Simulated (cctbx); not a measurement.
## Diagnosing a refinement

Cell a = 11.0250 Å, b = 4.2270 Å, c = 10.4330 Å, α = 90.00°, β = 119.05°, γ = 90.00°; space group C2/m (no. 12). The compound is Dy2TiSiSn.

The data are simulated with cctbx, not measured: Ag Kα, λ = 0.56087 Å, to d = 0.65 Å, 80 % of the full sphere, strongest reflection 20000 counts, noise from counting, a 6 % proportional error and a noise floor of 15 counts (s.d.); no absorption, and some extinction, which the refinements don't model.

An isotropic refinement with weights 1/σ² prints:

```text
Rint 0.050, 903 unique reflections to 0.65 A
cycle     R1     wR2    GooF  max shift (A)
   1  0.1105  0.3082   5.134   0.35614
   9  0.0230  0.0562   0.936   0.00029
final R1 0.0230 wR2 0.0562 GooF 0.936  parameters 19  data/parameter 47.5
atom        x        y        z      Ueq    occ   su(xyz)  su(Uiso or U11)
Dy1    0.31070  0.50000  0.88537   0.0113  1.000  0.00004  0.0001
Dy2    0.00266  0.00000  0.67286   0.0123  1.000  0.00004  0.0001
Sn1    0.15065  0.50000  0.55851   0.0123  1.000  0.00006  0.0001
Ti1    0.72557  0.00000  0.37625   0.0210  1.000  0.00019  0.0003
Si1    0.00269  0.50000  0.87512   0.0249  1.000  0.00033  0.0005
Si2    0.50206  0.25129  0.74102   1.0000  1.000  0.03297  0.1182
difference map: max 2.29 min -2.06 rms 0.57
Q1    0.1048  0.5000  0.7443    4    2.33  1.54 A from Si2
Q2    0.0791  0.5000  0.5547    4    2.32  0.77 A from Sn1
Q3    0.0907  0.5000  0.6505    4    2.29  1.40 A from Sn1
Q4    0.0990  0.0000  0.2509    4    2.28  1.56 A from Si2
Q5    0.0084  0.5000  0.4108    4    2.17  1.58 A from Sn1
Q6    0.2190  0.3396  0.7687    8    2.13  1.33 A from Dy1
```

Q: Accept it or mend it, and why?

Mend it. The fault: spurious atom: Si2. Against the right model at the same level, R1 goes from 0.0224 to 0.0230 and GooF from 0.91 to 0.94 and Si2 takes U = the program's ceiling. A site with no density behind it hides by a very large U or drifts.

The compound is Dy2TiSiSn. The right model at the same level gives:

```text
Rint 0.050, 903 unique reflections to 0.65 A
cycle     R1     wR2    GooF  max shift (A)
   1  0.2145  0.4972   8.265   0.08856
   2  0.0224  0.0549   0.913   0.00013
final R1 0.0224 wR2 0.0549 GooF 0.913  parameters 15  data/parameter 60.2
atom        x        y        z      Ueq    occ   su(xyz)  su(Uiso or U11)
Dy1    0.31070  0.50000  0.88537   0.0113  1.000  0.00004  0.0001
Dy2    0.00266  0.00000  0.67286   0.0123  1.000  0.00004  0.0001
Sn1    0.15064  0.50000  0.55851   0.0124  1.000  0.00006  0.0001
Ti1    0.72559  0.00000  0.37628   0.0211  1.000  0.00019  0.0003
Si1    0.00274  0.50000  0.87516   0.0249  1.000  0.00032  0.0005
difference map: max 2.32 min -2.16 rms 0.54
Q1    0.0787  0.5000  0.5541    4    2.35  0.77 A from Sn1
Q2    0.0092  0.5000  0.4109    4    2.26  1.57 A from Sn1
Q3    0.1029  0.5000  0.7442    4    2.23  2.04 A from Dy1
Q4    0.0898  0.5000  0.6502    4    2.14  1.41 A from Sn1
Q5    0.0982  0.0000  0.2511    4    2.14  1.65 A from Dy2
Q6    0.0518  0.0000  0.3162    4    1.95  0.66 A from Dy2
```

Isotropic U is held between 0.0001 and 1 Å² by the program, and listed peak heights are interpolated, so they can pass the grid's maximum.

This is a model crystal, built by substitution and not relaxed, with assumed displacement parameters.

[Middle refinement cycles are left out of these outputs.]

[Logs are printed without paths, hosts, clocks, repeated set-up lines and the standing remarks that a program may print on its own settings, such as how far it seeks lower states.]
